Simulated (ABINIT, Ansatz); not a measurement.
# A GW run on BaTiO3 (P4mm) in ABINIT, with inputs changed

A base run on BaTiO3 (P4mm), then changed inputs.

Calculated with ABINIT 10.8.3; PBE and many-body steps on it, plane waves.

Report form: the programs' logs are mostly left out.

### 1. Set-up

It takes space group P4mm (No. 99, tetragonal). Conventional cell: a = 3.990 Å, b = 3.990 Å, c = 4.023 Å, α = 90.00°, β = 90.00°, γ = 90.00°. Nearest to Ba lie 12 O at 2.80 to 2.87 Å. Nearest to Ti lie 6 O at 1.84 to 2.18 Å. O has 2 Ti at 1.84 to 2.18 Å and 4 Ba at 2.82 Å nearest. Nearest to O lie 2 Ti at 2.00 Å and 4 Ba at 2.80 to 2.87 Å. Farther neighbours and most contacts between anions are not listed.

Structure file:

```cif
data_structure
_symmetry_space_group_name_H-M 'P4mm'
_symmetry_Int_Tables_number 99
_cell_length_a 3.9905
_cell_length_b 3.9905
_cell_length_c 4.0230
_cell_angle_alpha 90.000
_cell_angle_beta 90.000
_cell_angle_gamma 90.000
_cell_volume 64.06
loop_
_atom_site_label
_atom_site_type_symbol
_atom_site_symmetry_multiplicity
_atom_site_Wyckoff_symbol
_atom_site_fract_x
_atom_site_fract_y
_atom_site_fract_z
_atom_site_occupancy
Ba1 Ba 1 a 0.00000 0.00000 0.00000 1
Ti1 Ti 1 b 0.50000 0.50000 0.52200 1
O1 O 1 b 0.50000 0.50000 0.97900 1
O2 O 2 c 0.50000 0.00000 0.48800 1
```

The cell and positions come from the Crystallography Open Database and are kept as given unless a step says otherwise. Spin-orbit coupling is left out unless a step names it.

### 2. Screening, 4×4×4 mesh, 140 bands, screening to 141.5 eV

This step: ABINIT 10.8.3; RPA screening on PBE, plane waves, norm-conserving pseudopotentials.

The RPA dielectric matrix is built and inverted for each q.

run.abi reads:

```
acell 3*1.0 Angstrom
rprim 
  3.990480000000 0.000000000000 0.000000000000
  0.000000000000 3.990480000000 0.000000000000
  0.000000000000 0.000000000000 4.023030000000
ntypat 3
znucl 56 22 8
natom 5
typat 1 2 3 3 3
xred 
  0.000000000000 0.000000000000 0.000000000000
  0.500000000000 0.500000000000 0.522000000000
  0.500000000000 0.500000000000 0.979000000000
  0.500000000000 0.000000000000 0.488000000000
  0.000000000000 0.500000000000 0.488000000000
pp_dirpath "pseudos"
pseudos "Ba.upf, Ti.upf, O.upf"
ecut 38
ngkpt 4 4 4
nshiftk 1
shiftk 0 0 0
kptopt 1
chksymbreak 0
istwfk *1
occopt 1
irdwfk 1
optdriver 3
nband 140
ecuteps 5.2
inclvkb 2
awtr 1
symchi 1
indata_prefix "in"
outdata_prefix "out"
tmpdata_prefix "tmp"
```

Launch:

```
> OMP_NUM_THREADS=1 mpirun -n 4 abinit run.abi > log
```

It took 3.8 min on 4 MPI ranks of Arm Neoverse V1, shared host; peak memory 2.1 GiB; 15 min of CPU time.

Numbers from this step:

* ε∞ with local fields, on this mesh, along the program's q direction: 5.801
* the same without local fields: 6.432
* plasma frequency: 29.34 eV
* plane waves in the screening matrix: 251

Local fields lower ε∞ by 10 %. On a Γ-centred mesh this coarse the value itself is usually too large, while a short band sum pulls it down.

### 3. Base

The self-energy is evaluated for the states that the input lists, and the levels follow from it, in one-shot runs by the linearised quasiparticle equation.

This step: G0W0 on PBE, plane waves, norm-conserving pseudopotentials.

Edit run.abi of step 2 so:

```diff
@@ -26,8 +26,17 @@
 irdwfk 1
-optdriver 3
+optdriver 4
 nband 140
+gwcalctyp 0
+ecutsigx 38
+symsigma 1
+nkptgw 2
+kptgw 
+  0.5000000000 0.5000000000 0.5000000000
+  0.0000000000 0.0000000000 0.0000000000
+bdgw 
+  18 23
+  19 23
 ecuteps 5.2
-inclvkb 2
-awtr 1
-symchi 1
+irdscr 1
+ppmodel 1
 indata_prefix "in"
```

Elapsed: 27 s, on 4 MPI ranks; peak memory 1.8 GiB; 1.8 min of CPU time.

Numbers from this step:

- G0W0 gap on the points computed: 3.355 eV
- starting gap on the mesh: 1.851 eV
- k of the valence top: 0.5, 0.5, 0.5
- k of the conduction bottom: 0, 0, 0
- Z at the valence top: 0.764
- Z at the conduction bottom: 0.781
- least direct G0W0 gap on the computed points: 3.740 eV

The gap on the mesh goes from 1.85 eV to 3.35 eV, a correction of +1.50 eV.

### 4. Scissors in G

Edit run.abi of step 3 so:

```diff
@@ -41,2 +41,3 @@
 ppmodel 1
+mbpt_sciss 1.0 eV
 indata_prefix "in"
```

Wall time 27 s (4 MPI ranks); peak memory 1.8 GiB; 1.8 min of CPU time.

Numbers from this step:

- G0W0 gap on the points computed: 3.512 eV
- starting gap on the mesh: 1.851 eV
- k of the valence top: 0.5, 0.5, 0.5
- k of the conduction bottom: 0, 0, 0
- Z at the valence top: 0.765
- Z at the conduction bottom: 0.782
- least direct G0W0 gap on the computed points: 3.893 eV

### 5. Unknown plasmon-pole model

Edit run.abi of step 4 so:

```diff
@@ -40,4 +40,3 @@
 irdscr 1
-ppmodel 1
-mbpt_sciss 1.0 eV
+ppmodel 7
 indata_prefix "in"
```

Run time: 3.6 s. Hardware: 4 MPI ranks; peak memory 0.29 GiB.

The run stopped with an error after 3.6 s.

The program's words: Wrong ppm%model: 7

The fault put into this input: unknown plasmon-pole model.

### 6. Side by side

Times are wall times on 4 MPI ranks of Arm Neoverse V1, shared host, good to a factor of about two. A run's time includes the screening step that it read.

| run | mesh | bands | screening cutoff (eV) | DFT gap (eV) | gap on the mesh (eV) | direct (eV) | ε∞ used | time |
| --- | --- | --- | --- | --- | --- | --- | --- | --- |
| base | 4×4×4 | 140 | 141.5 | 1.851 | 3.355 | 3.740 | 5.80 | 4.2 min |
| scissors in G | 4×4×4 | 140 | 141.5 | 1.851 | 3.512 | 3.893 | 5.80 | 4.2 min |

### 7. What came out

| Property | Result |
| --- | --- |
| base | 3.355 eV |
| scissors in G | 3.512 eV |
| known limits | not at the basis limit; no spin-orbit coupling; coarse k mesh |

**Reading.** Scissors in G: +0.157 eV against base (keys changed: mbpt_sciss). Bands and cutoff are finite, so the gap is not at the basis limit. The miss can reach some tenths of an eV and take either sign; the mesh is an error of its own. In the G0W0 runs levels were corrected at 2 k points alone, so a gap called «on the mesh» is the least over those, and an edge elsewhere would be missed. The 4×4×4 mesh is coarse for this cell, which bears on the long-range parts of exchange and screening. The many-body steps are scalar-relativistic: spin-orbit coupling is not in them.

[Paths, hosts, dates, memory and timing lines, banners, echoed tables and standing remarks are left out of the program output.]

[Logs are printed without paths, hosts, clocks, repeated set-up lines and the standing remarks that a program may print on its own settings, such as how far it seeks lower states.]

[Runs of the session that timed out or met a known fault of the program may be left out.]

[Hosts, paths, dates, database ids (printed as entryN), source tags and the programs' standing remarks are cut or masked in the printed files.]

[G0W0 gaps are taken among the corrected bands and points alone; a level outside them can change the order at an edge.]

[Where Ansatz stands beside ABINIT at settings called matched, ABINIT's density can come from a denser mesh and the files from another edition; pairs whose starting gaps differed by over 0.03 eV were left out, so agreement reads better than it is.]
